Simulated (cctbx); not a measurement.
# Interatomic vectors of MnPb2

Space group Cmce (no. 64), a = 12.2710 Å, b = 9.6970 Å, c = 9.6550 Å, α = 90.00°, β = 90.00°, γ = 90.00°, content Pb32 Mn16.

Simulated single-crystal data (cctbx): Mo Kα, λ = 0.71073 Å, to d = 0.75 Å, 95 % of the full sphere, strongest reflection 40000 counts, noise from counting, a 3 % proportional error and a noise floor of 8 counts (s.d.); no absorption.

Patterson synthesis, origin scaled to 1000:

```text
Patterson group C m m m
      u       v       w   height  length (A)
  0.000   0.000   0.000   1000.0     0.00
  0.242   0.500   0.000    511.8     5.69
  0.000   0.196   0.256    269.5     3.12
  0.000   0.500   0.062    258.1     4.89
  0.000   0.405   0.500    238.5     6.22
  0.000   0.323   0.327    236.4     4.45
  0.000   0.268   0.181    236.3     3.13
  0.000   0.500   0.403    234.1     6.22
  0.000   0.053   0.500    232.5     4.85
  0.250   0.250   0.196    207.4     4.35
  0.252   0.076   0.500    176.9     5.78
  0.250   0.185   0.296    136.4     4.56
  0.239   0.000   0.402    118.7     4.86
  0.124   0.047   0.270     34.3     3.05
```

Q: Assign the vectors.

A peak at u stands for all pairs with xi − xj = u, with weight Σ ZiZj against Σ Z² = 225168 at the origin. Peak heights follow these weights only roughly, since form factors, motion and series ripples differ, all vectors within 0.55 Å of a peak are counted as merged into it though the farther ones add only part of their weight, and F(000) is left out, which lowers the whole map:

| u | v | w | shortest length (Å) | height | 1000 ΣZiZj/ΣZ² | pairs in the cell |
| --- | --- | --- | --- | --- | --- | --- |
| 0.242 | 0.500 | 0.000 | 3.17 | 512 | 478 | 16 × Pb–Pb |
| 0.000 | 0.196 | 0.256 | 3.12 | 270 | 478 | 16 × Pb–Pb |
| 0.000 | 0.500 | 0.062 | 4.89 | 258 | 239 | 8 × Pb–Pb |
| 0.000 | 0.405 | 0.500 | 6.22 | 238 | 239 | 8 × Pb–Pb |
| 0.000 | 0.323 | 0.327 | 4.45 | 236 | 239 | 8 × Pb–Pb |
| 0.000 | 0.268 | 0.181 | 3.13 | 236 | 239 | 8 × Pb–Pb |
| 0.000 | 0.500 | 0.403 | 6.22 | 234 | 239 | 8 × Pb–Pb |
| 0.000 | 0.053 | 0.500 | 4.85 | 232 | 239 | 8 × Pb–Pb |
| 0.250 | 0.250 | 0.196 | 4.34 | 207 | 478 | 16 × Pb–Pb |
| 0.252 | 0.076 | 0.500 | 5.78 | 177 | 239 | 8 × Pb–Pb |

The table stops at ten peaks or at a height of 45, below which ripples compete. In the model behind the data Pb, the heaviest element, has 2 independent sites: (0.6302, 0.7250, 0.5498) and (0.8720, 0.9517, 0.7217), up to an allowed shift of origin; the Pb–Pb vectors are differences of these positions and their symmetry mates. The whole model:

| atom | mult. | x | y | z | Ueq (Å²) |
| --- | --- | --- | --- | --- | --- |
| Pb1 | 16 | 0.6302 | 0.7250 | 0.5498 | 0.0101 |
| Pb2 | 16 | 0.8720 | 0.9517 | 0.7217 | 0.0091 |
| Mn1 | 8 | 0.7166 | 0 | 1/2 | 0.0237 |
| Mn2 | 8 | 1/2 | 0.8132 | 0.3147 | 0.0314 |

The model is made up (kin elements in a known structure type, no relaxation), so it says nothing on whether the phase exists.

[Logs are printed without paths, hosts, clocks, repeated set-up lines and the standing remarks that a program may print on its own settings, such as how far it seeks lower states.]
